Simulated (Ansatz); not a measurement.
**SbAs (model cell, started as layered BN type): following an unstable mode**

Wanted: the energy along a soft mode of SbAs (model cell, started as layered BN type) and the structure at the end.

Program: Ansatz 0.2.0. Level of theory: DFT LDA, scalar-relativistic, plane waves, PAW. Results are calculated unless marked as measured.

The structure was built from a prototype and need not be the compound's stable phase.

### 1. Starting point

It takes space group P6_3/mmc (No. 194, hexagonal). The conventional cell has a = 4.814 Å, b = 4.814 Å, c = 5.773 Å, α = 90.00°, β = 90.00°, γ = 120.00°. Nearest to Sb lie 5 As at 2.78 to 2.89 Å. Nearest to As lie 5 Sb at 2.78 to 2.89 Å. Farther neighbours are not listed.

### 2. The dispersion

The cell comes from relaxations at this level that are not shown. Stability and thermal properties need the whole zone. Linear response on a 3×3×2 q mesh gives force constants as far as a supercell of that size would.

File input.yaml:

```yaml
crystal:
  lattice:
    - [4.8143036723, 0.0, 0.0]
    - [-2.4071518361, 4.1693092817, 0.0]
    - [0.0, 0.0, 5.7732547121]
  atoms:
    - { symbol: Sb, position: [0.3333333333, 0.6666666667, 0.25] }
    - { symbol: Sb, position: [0.6666666667, 0.3333333333, 0.75] }
    - { symbol: As, position: [0.6666666667, 0.3333333333, 0.25] }
    - { symbol: As, position: [0.3333333333, 0.6666666667, 0.75] }
kpoints:
  mp_grid: { grid: [12, 12, 6] }
hamiltonian:
  xc: lda
scf:
  occupations: { method: methfessel_paxton, width: 0.2 }
output:
  eigenvalues: true
phonons:
  method: dfpt
  qmesh: [3, 3, 2]
  temperatures: { t_max: 1000, t_step: 50 }
  qpath:
    path:
      - [[0.0, 0.0, 0.0], [0.5, 0.0, 0.0], [0.33333333, 0.33333333, 0.0], [0.0, 0.0, 0.0], [0.0, 0.0, 0.5], [0.5, 0.0, 0.5], [0.33333333, 0.33333333, 0.5], [0.0, 0.0, 0.5]]
      - [[0.5, 0.0, 0.5], [0.5, 0.0, 0.0]]
      - [[0.33333333, 0.33333333, 0.5], [0.33333333, 0.33333333, 0.0]]
    npoints: 10
```

Started as:

```sh
> ansatz run input.yaml --threads 4 --pin off --max-ram 7168MiB --backend cpu --events-out ev --progress --plain --runs-dir out
```

Numbers of over 12 decimals in the logs are rounded to 6 here.

The program printed:

```text
Warning: phonons: the dynamical matrix that this run interpolates holds no multipole term above the dipole-dipole one, and a site of this crystal is no centre of inversion, so its interpolated transverse optical and acoustic branches and sound speeds can stay off near Gamma, and the density of states and the thermodynamics with them. What a run solves at a wave vector of phonons.qpoints, Gamma apart, where the deck admits one, is free of this, and under fd what a larger phonons.supercell samples
Engine: ansatz 0.2.0, x86_64-unknown-linux-gnu
Pseudopotentials: kind: paw
Pseudopotential: Sb, paw, valence charge 15, recommended cutoff 420 eV (normal), Sb.paw.azcp
Pseudopotential: As, paw, valence charge 15, recommended cutoff 420 eV (normal), As.paw.azcp
Functional definition: SPW92
  exchange = slater_x
  correlation = pw_c
Crystal: 4 atoms, lattice volume = 115.883 Å³
Basis set: ecut = 420 eV, 2239 PW (Γ), exchange–correlation on 72×72×80 points (8 copies of the dense FFT grid, shifted against one another)
Bands: 36, of which v1, the nominal top of the filled ones, is band 30 counted from 1 (29 counted from 0)
Symmetry: 24 space group operations
k-points: 76 of 864
Non-local potential: Sb, projectors of the file, l = 0: 2, l = 1: 2, l = 2: 2, l = 3: 2
Non-local potential: As, projectors of the file, l = 0: 2, l = 1: 2, l = 2: 3, l = 3: 1
PAW form: soft (Blöchl's): semilocal exchange-correlation on the pseudo side does not see the compensation charge
PAW frozen core: Sb, regenerated for the run's functional, and the local potential with it (the file was generated under x = pbe(κ = 0.804, μ = 0.219515), c = pbe(β = 0.066725))
PAW frozen core: As, regenerated for the run's functional, and the local potential with it (the file was generated under x = pbe(κ = 0.804, μ = 0.219515), c = pbe(β = 0.066725))
PAW one-centre angular grid: Sb, 590 points (default); XC on 64 Gauss nodes
PAW one-centre angular grid: As, 590 points (default); XC on 64 Gauss nodes
Initial density: superposition of atomic densities (neutral atoms: chi_scale 0, normalization atom), corrected by the library's trained network
Initial wavefunctions: pseudopotential atomic-orbital guess
Functional: x = slater, c = lda
SCF iter   1: F=—  HF=-22218.091935 eV  |F-HF|=—  |Δ(HF+E_count)|=         —  Δρ=5.59e-3  dr2=1.91e-2  ethr=1.77e-3  ⟨swp⟩=6.2  Hψ=10655  notcnv=0
preconditioner: auto → LDOS  [metal: Δε(μ)=0.008 eV  Ē_g=8.419 eV  σ=0.200 eV  W_gap=0.03  n_scr=22 (ndim 8)  ℏωp=15.4 eV  f_vac=0.111  D(μ)=1.99/eV (n_scr^D=8)  β→1.0]
SCF iter   2: F=—  HF=-22218.082346 eV  |F-HF|=—  |Δ(HF+E_count)|=   9.59e-3  S|Δr|=    0.00e0  Δρ=8.61e-4  dr2=7.93e-4  ethr=3.18e-5  ⟨swp⟩=2.7  Hψ=5885  notcnv=0
SCF iter   3: F=—  HF=-22218.081965 eV  |F-HF|=—  |Δ(HF+E_count)|=   3.81e-4  S|Δr|=    0.00e0  Δρ=4.63e-4  dr2=1.49e-4  ethr=1.32e-6  ⟨swp⟩=2.0  Hψ=4994  notcnv=0
SCF iter   4: F=—  HF=-22218.081830 eV  |F-HF|=—  |Δ(HF+E_count)|=   1.35e-4  S|Δr|=    0.00e0  Δρ=1.80e-4  dr2=2.69e-5  ethr=2.48e-7  ⟨swp⟩=2.0  Hψ=4974  notcnv=0
SCF iter   5: F=—  HF=-22218.081813 eV  |F-HF|=—  |Δ(HF+E_count)|=   1.62e-5  S|Δr|=    0.00e0  Δρ=2.81e-5  dr2=1.56e-6  ethr=4.49e-8  ⟨swp⟩=2.0  Hψ=4221  notcnv=0
SCF iter   6: F=—  HF=-22218.081812 eV  |F-HF|=—  |Δ(HF+E_count)|=   1.26e-6  S|Δr|=    0.00e0  Δρ=6.53e-6  dr2=1.10e-7  ethr=2.61e-9  ⟨swp⟩=2.0  Hψ=4983  notcnv=0
SCF iter   7: F=—  HF=-22218.081812 eV  |F-HF|=—  |Δ(HF+E_count)|=   4.40e-8  S|Δr|=    0.00e0  Δρ=7.81e-7  dr2=1.05e-9  ethr=1.84e-10  ⟨swp⟩=2.0  Hψ=4983  notcnv=0
SCF iter   8: F=—  HF=-22218.081812 eV  |F-HF|=—  |Δ(HF+E_count)|=  7.09e-10  S|Δr|=    0.00e0  Δρ=2.36e-7  dr2=6.01e-11  ethr=1.75e-12  ⟨swp⟩=2.0  Hψ=5035  notcnv=0
SCF iter   9: F=-22218.081812 eV  HF=-22218.081812 eV  |F-HF|=0.00e0  |Δ(HF+E_count)|=  7.28e-12  S|Δr|=    0.00e0  Δρ=2.27e-8  dr2=5.26e-13  ethr=1.00e-12  ⟨swp⟩=8.2  Hψ=13150  notcnv=0
SCF 1 converged in 9 iterations: F = -22218.081812 eV  dr2 = 5.26e-13
  greatest PAW one-centre occupation: 0.999 electrons in one spin orbital (limit 2), on the As atom at site 3 (counted from 0), in its partial waves of l = 2
Initial density: read from a saved state, or passed on in memory by an earlier SCF of this step, an earlier step, the calling program or the single point that the run made first
iter 1 solved again at ethr=4.03e-7 eV; its pass at ethr=3.10e-3 eV (dr2=2.42e-4 eV) is discarded
SCF iter   1: F=—  HF=-22218.081811 eV  |F-HF|=—  |Δ(HF+E_count)|=         —  Δρ=1.51e-6  dr2=2.76e-9  ethr=4.03e-7  ⟨swp⟩=2.8  Hψ=16797  notcnv=0
eigensolver tolerance schedule: the retry pair's looser diagonalisation over-reported the residual by 87809.21 of it (diagonalisation noise at an unbounded share of the residual, at the tolerance the schedule requests for it); recorded, not acted on — ethr = c·dr2/N_el stays at c = 1.0e-1
preconditioner: auto → LDOS  [metal: Δε(μ)=0.014 eV  Ē_g=8.410 eV  σ=0.200 eV  W_gap=0.06  n_scr=22 (ndim 8)  ℏωp=15.4 eV  f_vac=0.117  D(μ)=1.96/eV (n_scr^D=8)  β→1.0]
SCF iter   2: F=—  HF=-22218.081812 eV  |F-HF|=—  |Δ(HF+E_count)|=   7.88e-7  S|Δr|=    0.00e0  Δρ=1.60e-6  dr2=3.69e-9  ethr=4.59e-12  ⟨swp⟩=3.9  Hψ=7375  notcnv=0
SCF iter   3: F=—  HF=-22218.081812 eV  |F-HF|=—  |Δ(HF+E_count)|=  9.90e-10  S|Δr|=    0.00e0  Δρ=7.94e-7  dr2=7.21e-10  ethr=4.59e-12  ⟨swp⟩=2.1  Hψ=3499  notcnv=0
SCF iter   4: F=—  HF=-22218.081812 eV  |F-HF|=—  |Δ(HF+E_count)|=  9.82e-11  S|Δr|=    0.00e0  Δρ=5.74e-7  dr2=4.03e-10  ethr=1.20e-12  ⟨swp⟩=1.0  Hψ=2736  notcnv=0
SCF iter   5: F=—  HF=-22218.081812 eV  |F-HF|=—  |Δ(HF+E_count)|=  7.28e-11  S|Δr|=    0.00e0  Δρ=3.64e-7  dr2=1.59e-10  ethr=1.00e-12  ⟨swp⟩=1.0  Hψ=2736  notcnv=0
SCF iter   6: F=—  HF=-22218.081812 eV  |F-HF|=—  |Δ(HF+E_count)|=  4.73e-11  S|Δr|=    0.00e0  Δρ=2.00e-7  dr2=4.85e-11  ethr=1.00e-12  ⟨swp⟩=1.0  Hψ=2736  notcnv=0
SCF iter   7: F=—  HF=-22218.081812 eV  |F-HF|=—  |Δ(HF+E_count)|=  7.28e-12  S|Δr|=    0.00e0  Δρ=1.05e-7  dr2=1.32e-11  ethr=1.00e-12  ⟨swp⟩=1.0  Hψ=2736  notcnv=0
SCF iter   8: F=-22218.081812 eV  HF=-22218.081812 eV  |F-HF|=7.28e-12  |Δ(HF+E_count)|=    0.00e0  S|Δr|=    0.00e0  Δρ=2.70e-8  dr2=8.06e-13  ethr=1.00e-12  ⟨swp⟩=2.8  Hψ=5441  notcnv=0
SCF 2 converged in 8 iterations: F = -22218.081812 eV  dr2 = 8.06e-13
phonons: the bands overlap, so this run is a metal and interpolates without the dipole-dipole term. If the crystal is really an insulator or semiconductor, its LO-TO splitting is missing
NSCF: frozen V_eff on 76 k-points
NSCF: frozen V_eff on 172 k-points
DFPT response loops at q = (0, 0, 0) (fractional): preconditioner auto → Kerker (q_TF=auto, 2.445 Å⁻¹) (partly filled bands, converged f_vac=0.117); β = 1.00, the filter's whole step (`scf.mixing.beta` (0.50) is not read by the response loops under this deck's `scf.mixing.preconditioner`; to damp them name `kerker` or `kerker_dos`, under which they read `scf.mixing.beta`, and type it under 1.00, their step now; both keys bind the ground state too); Broyden in place of MSR1
NSCF: frozen V_eff on 344 k-points
DFPT response loops at q = (0, 0, -0.5) (fractional): mixed as the last ones told, above
NSCF: frozen V_eff on 624 k-points
DFPT response loops at q = (0, 0.333333, 0) (fractional): mixed as the last ones told, above
NSCF: frozen V_eff on 624 k-points
DFPT response loops at q = (0, 0.333333, -0.5) (fractional): mixed as the last ones told, above
NSCF: frozen V_eff on 624 k-points
DFPT response loops at q = (0.333333, 0.333333, 0) (fractional): mixed as the last ones told, above
NSCF: frozen V_eff on 624 k-points
DFPT response loops at q = (0.333333, 0.333333, -0.5) (fractional): mixed as the last ones told, above
SCF converged after 9 iterations
Stability not checked: this state was not tested for a lower state beside it, because cold or Methfessel-Paxton smearing, or corrected tetrahedra, fill the levels in a way that the test cannot read (fill_not_monotonic; see scf.lower_state_search)
Free energy (F): -22218.081812 eV
Harris-Foulkes:  -22218.081812 eV  (|F-HF|=0.00e0)
Internal energy: -22218.085187 eV  (E = F + TS)
E sigma→0 (E₀):  -22218.082656 eV
Entropy (-TS):   0.003375 eV (0.844 meV/atom)
Fermi energy:    8.552493 eV
--- Per-component energies (eV) ---
  E_band       = -915.529795
  E_kinetic    = 623.754090
  E_local      = -7500.412818  (includes V_loc(G=0)·N_el)
  E_nonlocal   = -599.266878
  E_hartree    = 3723.326869
  E_xc         = -434.179225
  E_vxc        = -354.269083  (∫ρ·V_xc dr)
  E_paw        = -12357.753230  (= ΣΔE_a)
  E_vpaw       = -531.988812  (= ΣTr[D̂ρ^β])
  E_aug_tail   = 0.000014  (compensation charges beyond the density's cutoff)
  E_ewald      = -5678.822115
  E_core_change = 5.268107  (= ΣΔE_core)
  E_smearing   = 0.003375  (= −TS)
  E_closure    = 0.000000  (closes the sum)
  Σ components = -22218.081812   (vs F -22218.081812, Δ=0.00e0)
--- Band table (eV; the first three rows and the last of 76) ---
  k-point 0: bands = [... 26 lower, 4.2957, 6.4196, 6.4482, 6.4482, 8.3762, 8.3762, 10.8988, 10.8988, ... 2 higher]
  k-point 1: bands = [... 26 lower, 4.4013, 6.2402, 6.2402, 7.1663, 8.4742, 8.4742, 10.5961, 10.5961, ... 2 higher]
  k-point 2: bands = [... 26 lower, 4.7081, 5.7428, 5.7428, 8.5228, 8.7837, 8.7837, 9.0136, 9.9515, ... 2 higher]
  k-point 75: bands = [... 26 lower, 7.5592, 7.5592, 8.2612, 8.2612, 9.0965, 9.0965, 9.2543, 9.2543, ... 2 higher]
--- Phonons (Γ-DFPT): 4 representative perturbations + reference (Σ response iterations 12) ---
  ASR residual: 4.965e-5 → 0.000e0 eV/Å²; symmetrization residual: 3.205e-5 eV/Å²
  ASR residual per site (eV/Å²): 4.97e-5 4.97e-5 4.94e-5 4.94e-5
  Γ frequencies (cm⁻¹): -126.73 0.00 0.00 0.00 22.67 22.67 71.96 89.16 89.16 140.23 140.23 158.02
--- Phonons (arbitrary-q DFPT): 6 irreducible q on the 3×3×2 mesh ---
  q = [0.0000, 0.0000, 0.0000] (star 1, of the zone-centre solve; hermiticity 1.56e-5, symmetrization 2.43e-10): -126.73 -0.00 0.00 0.00 22.67 22.67 71.96 89.16 89.16 140.23 140.23 158.02
  q = [0.0000, 0.0000, -0.5000] (star 1, 4 solved perturbations in 496 linear systems a pass and spin channel, the states on 172 of 864 k-point pairs; hermiticity 8.80e-6, symmetrization 4.18e-8): 35.41 35.41 35.41 35.41 110.12 110.12 116.40 116.40 116.40 116.40 131.01 131.01
  q = [0.0000, 0.3333, 0.0000] (star 6, 6 solved perturbations on 312 of 864 k-point pairs; hermiticity 9.52e-6, symmetrization 3.03e-10): -52.23 -31.58 -21.20 38.08 67.08 78.65 88.65 105.15 120.89 121.03 134.04 140.38
  q = [0.0000, 0.3333, -0.5000] (star 6, 6 solved perturbations on 312 of 864 k-point pairs; hermiticity 9.19e-6, symmetrization 9.22e-9): 33.81 33.81 86.35 86.35 117.54 117.54 131.07 131.07 134.78 134.78 150.69 150.69
  q = [0.3333, 0.3333, 0.0000] (star 2, 4 solved perturbations in 872 linear systems a pass and spin channel, the states on 312 of 864 k-point pairs; hermiticity 2.19e-5, symmetrization 7.52e-6): -87.98 -19.32 25.24 56.25 56.25 58.97 87.15 87.15 119.69 119.69 140.86 140.86
  q = [0.3333, 0.3333, -0.5000] (star 2, 4 solved perturbations in 872 linear systems a pass and spin channel, the states on 312 of 864 k-point pairs; hermiticity 1.00e-5, symmetrization 3.85e-6): 14.22 14.22 65.87 65.87 106.21 106.21 133.60 133.60 141.66 141.66 155.96 155.96
  sum rule: each row above includes the acoustic sum rule's correction from the zone centre's row sums; it moved no ω² by more than (0.42 cm⁻¹)²
  mesh force constants: q→R imaginary residual 1.57e-16; ASR residual 4.965e-5 → 0.000e0 eV/Å²; symmetrization residual 3.553e-15 eV/Å²
  interpolated dispersion: 93 rows × 12 modes
  density of states and harmonic sums: on the 15×15×12 q-mesh, interpolated from the force constants of a 3×3×2 supercell (no non-analytic term)
  largest difference from the sums on the solved wave vectors: F 1.01e-1 eV, S 1.36e-4 and C_V 3.53e-5 eV/K
  zero-point energy: 0.067328 eV/cell   skipped modes (ω ≤ 0): 197, of them read as no rigid motion or as one in doubt: 194 (1.040e0 modes/cell left out, lowest -126.73 cm⁻¹)   left out of the sums: 8.67e-2 of the cell's modes: C_V's classical limit lies that fraction below 3 k_B per atom; for a crystal, a wire or a layer, F and S can be off by more, and a phonons.interpolated_qmesh denser along its periods is the remedy for the sampling
```

Elapsed: 6 min, on 4 threads of Intel Xeon 6975P-C (Granite Rapids), shared host; peak memory 3.2 GiB.

In the SCF lines HF is the Harris–Foulkes energy and dr2 the Hartree energy of the density residual, in eV; the loop may stop once dr2 is under the threshold and the program's other checks hold. Hψ counts applications of the Hamiltonian.

This step gave:

| Item | Value |
| --- | --- |
| volume per atom | 28.97 Å³ |
| gap on the k-mesh | 0 eV |
| sum-rule residual before enforcement | 4.97e-5 eV/Å² |
| lowest frequency on the path | -126.7 cm⁻¹ |
| point group | 6/mmm |
| highest frequency on the path or at a solved wavevector | 158.0 cm⁻¹ |
| highest optical mode at the zone centre (no LO-TO term) | 158.0 cm⁻¹ |
| lowest optical zone-centre mode | -126.7 cm⁻¹ |
| lowest mode on the q mesh (acoustic modes at Γ apart) | -126.7 cm⁻¹ |

Frequencies (cm⁻¹) solved at each irreducible wavevector; negative means imaginary. Frequencies by wavevector, by row:

```csv
q in reciprocal lattice units,star,mode 1,mode 2,mode 3,mode 4,mode 10,mode 11,mode 12
0 0 0,1,-126.7,0,0,0,140.2,140.2,158
0 0 -0.5,1,35.4,35.4,35.4,35.4,116.4,131,131
0 0.3333 0,6,-52.2,-31.6,-21.2,38.1,121,134,140.4
0 0.3333 -0.5,6,33.8,33.8,86.3,86.3,134.8,150.7,150.7
0.3333 0.3333 0,2,-88,-19.3,25.2,56.2,119.7,140.9,140.9
0.3333 0.3333 -0.5,2,14.2,14.2,65.9,65.9,141.7,156,156
```

Interpolated from a 3×3×2 q mesh. The phonon branches at the labelled points (cm⁻¹):

```
    point  branch 1  branch 2  branch 3  branch 4  branch 9  branch 10  branch 11  branch 12
        Γ      -127         0         0         0        89        140        140        158
  halfway       -87       -31       -27        30       130        133        135        139
        M       -29        45        48        63       108        109        125        140
  halfway       -57        33        39        49       111        114        138        142
        K       -88       -19        25        56       120        120        141        141
  halfway       -73       -35       -31        34       118        129        140        142
        Γ      -127         0         0         0        89        140        140        158
  halfway       -52        24        24        31       106        134        134        153
        A        35        35        35        35       116        116        131        131
  halfway        28        28        73        73       132        132        145        145
        L        47        47        99        99       135        135        154        154
  halfway        33        33        90        90       142        142        156        156
        H        14        14        66        66       142        142        156        156
  halfway        18        18        81        81       137        137        148        148
        A        35        35        35        35       116        116        131        131
jump to L        47        47        99        99       135        135        154        154
  halfway        20        51        85        89       118        122        135        143
        M       -29        45        48        63       108        109        125        140
jump to H        14        14        66        66       142        142        156        156
  halfway       -64        30        33        68       125        125        145        145
        K       -88       -19        25        56       120        120        141        141
```

Symmetry leaves 6 wavevectors to solve. The lowest mode among them, the acoustic zeros apart, lies at Γ and is imaginary, 126.7i cm⁻¹, so the energy falls along it.

### 3. The mode frozen in, largest atomic shift 0 Å

The mode followed lies at q = (0.333, 0.333, 0) with frequency 88.0i cm⁻¹, one of the unstable modes though not the softest. At small amplitude the distorted cell has space group no. 176 by a symmetry search on the positions. The undistorted cell that holds it gives the zero of energy on the same k mesh.

System of this step: SbAs (model cell, started as layered BN type). Symmetry: P6_3/mmc, No. 194, hexagonal system. Conventional cell: a = 4.814 Å, b = 4.814 Å, c = 5.773 Å, α = 90.00°, β = 90.00°, γ = 120.00°. Sb has 5 As at 2.78 to 2.89 Å nearest. Nearest to As lie 5 Sb at 2.78 to 2.89 Å. Farther neighbours are not listed.

File input.yaml:

```yaml
crystal:
  lattice:
    - [0.0, 0.0, 5.7732547121]
    - [7.2214555084, 4.1693092817, 0.0]
    - [0.0, 8.3386185634, 0.0]
  atoms:
    - { symbol: Sb, position: [0.25, 0.0, 0.3333333333] }
    - { symbol: Sb, position: [0.25, 0.3333333333, 0.6666666667] }
    - { symbol: Sb, position: [0.25, 0.6666666667, 0.0] }
    - { symbol: Sb, position: [0.75, 0.3333333333, 1.0] }
    - { symbol: Sb, position: [0.75, 0.6666666667, 0.3333333333] }
    - { symbol: Sb, position: [0.75, 0.0, 0.6666666667] }
    - { symbol: As, position: [0.25, 0.3333333333, 1.0] }
    - { symbol: As, position: [0.25, 0.6666666667, 0.3333333333] }
    - { symbol: As, position: [0.25, 0.0, 0.6666666667] }
    - { symbol: As, position: [0.75, 0.0, 0.3333333333] }
    - { symbol: As, position: [0.75, 0.3333333333, 0.6666666667] }
    - { symbol: As, position: [0.75, 0.6666666667, 0.0] }
kpoints:
  mp_grid: { grid: [6, 6, 6] }
hamiltonian:
  xc: lda
scf:
  occupations: { method: methfessel_paxton, width: 0.2 }
output:
  forces: true
  stress: true
  eigenvalues: true
```

The program printed:

```text
[...]
Crystal: 12 atoms, lattice volume = 347.648 Å³
Basis set: ecut = 420 eV, 6727 PW (Γ)
Bands: 108, of which v1, the nominal top of the filled ones, is band 90 counted from 1 (89 counted from 0)
Symmetry: 72 space group operations
[...]
k-points: 28 of 216
[...]
k-point 0: bands = [... 86 lower, 7.9831, 7.9831, 7.9831, 7.9831, 8.3760, 8.3760, 10.4906, 10.4906, ... 14 higher]
  k-point 1: bands = [... 86 lower, 6.9298, 7.1529, 8.3162, 8.5020, 8.6126, 8.8516, 9.5384, 9.6720, ... 14 higher]
  k-point 2: bands = [... 86 lower, 6.3990, 7.4045, 8.2608, 8.4531, 8.4844, 8.9109, 9.3102, 9.8633, ... 14 higher]
  k-point 27: bands = [... 86 lower, 7.1720, 7.1720, 7.1720, 7.1720, 9.3043, 9.3043, 9.3043, 9.3043, ... 14 higher]
[key lines of the parts left out:]
SCF converged after 7 iterations
Free energy (F): -66654.250073 eV
Fermi energy:    8.539530 eV
P = ⅓ Tr σ = -0.0053 GPa (-0.053 kbar)
```

The job ended after 6.7 s (4 threads; peak memory 1.5 GiB).

This step gave:

```
pressure                         : -0.005257 GPa
energy from the undistorted cell : 0 meV/atom
```

The run ends at a pressure of -0.01 GPa.

(Part 1 of 2 ends here.)

[Logs are printed without paths, hosts, clocks, repeated set-up lines and the standing remarks that a program may print on its own settings, such as how far it seeks lower states.]

[Hosts, paths, dates, database ids (printed as entryN), source tags and the programs' standing remarks are cut or masked in the printed files.]
